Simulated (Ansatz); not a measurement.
# Static equation of state of glassy 69GeO2-31ZnO (mol %) (78 atoms)

Density of this cell: 4.23 g/cm³. The cell holds 78 atoms: 20 Ge, 9 Zn and 49 O. Cell: a = 10.215 Å, b = 10.286 Å, c = 10.589 Å, α = 91.7°, β = 90.9°, γ = 85.4°. The starting structure: 78 atoms (20 Ge, 9 Zn, 49 O) placed at random at 3.98 g/cm³, melted at 4000 K for 10 ps at fixed volume with the Morse and Coulomb pair potential with partial charges (Pedone, Malavasi, Menziani, Cormack and Segre, J. Phys. Chem. B 110, 11780 (2006)). Quenched from 4000 K to 300 K at 20 K/ps and fixed volume, held 10 ps at zero pressure.

Calculated with Ansatz 0.2.0: Kohn-Sham DFT, PBE, PAW (set soft_1), plane waves; cutoff 420 eV, Γ point, fixed occupations. Cell and atoms were relaxed first, to V0 = 14.211 Å³ an atom at a residual P0 = -0.002 GPa. The cell was then scaled evenly, and the atoms were relaxed at each volume.

```
volume (Å³/atom)  pressure (GPa)
          12.790               ?
          13.359           3.155
          13.785           1.596
          14.638          -1.477
          15.064          -2.733
```

Task: Fit the third-order Birch–Murnaghan equation to the rows given and extrapolate to the withheld row.

**Working.**

Take the Eulerian strain f = ½[(V0/V)^(2/3) − 1] and the normalised pressure F = (P − P0) / [3f(1 + 2f)^(5/2)]. The third-order Birch–Murnaghan equation is then the line F = B0 + (3/2)B0(B′ − 4) f, so u = f and v = F.

```
      u = f  v = F (GPa)
  0.0210563      45.0853
  0.0102568      49.3549
-0.00975663      52.9513
 -0.0190508      52.6610
```

With n = 4: mean u = 6.2643e-4, mean v = 50.0131, Σ(u − ū)² = 0.0010051, Σ(u − ū)(v − v̄) = -0.18962. Slope b = -0.18962 / 0.0010051 = -188.66; intercept a = v̄ − b ū = 50.131.

So B0 = a = 50.1 GPa and B′ = 4 + 2b/(3a) = 1.49. At the withheld volume f = 0.03638, F = a + b f = 43.27 GPa, and P = P0 + 3f(1 + 2f)^(5/2) F.

Prediction at 12.790: 5.627 GPa. The run gave 5.666 GPa, so the fit is low by 0.039 GPa (0.69 % of the value).

The series isn't one smooth equation of state: even a line fitted to all rows, the withheld one included, misses F by up to 2.6 %, the count of bonds changes along the series and an atom moves over 0.5 Å in some relaxation. B0 and B′ are then only the numbers of this fit, not moduli of the material. Among the rows given, the largest miss of the fit is at 13.359, by 0.075 GPa (0.90 % of the range of the table).

Limits: Static cells at zero temperature; the cell shape is held. The program notes that the SCF threshold of these relaxations is loose for the stress. The quench rate of 20 K/ps is many orders above laboratory rates, so the cell is likely richer in defects and strain than a real sample. The network of bonds at the start is that of the classical potential that made the cell, and needn't be the one that DFT or experiment would give. Only the Γ point is sampled, in a cell whose shortest periodic width is 10 Å.

[Logs are printed without paths, hosts, clocks, repeated set-up lines and the standing remarks that a program may print on its own settings, such as how far it seeks lower states.]

[Hosts, paths, dates, database ids (printed as entryN), source tags and the programs' standing remarks are cut or masked in the printed files.]
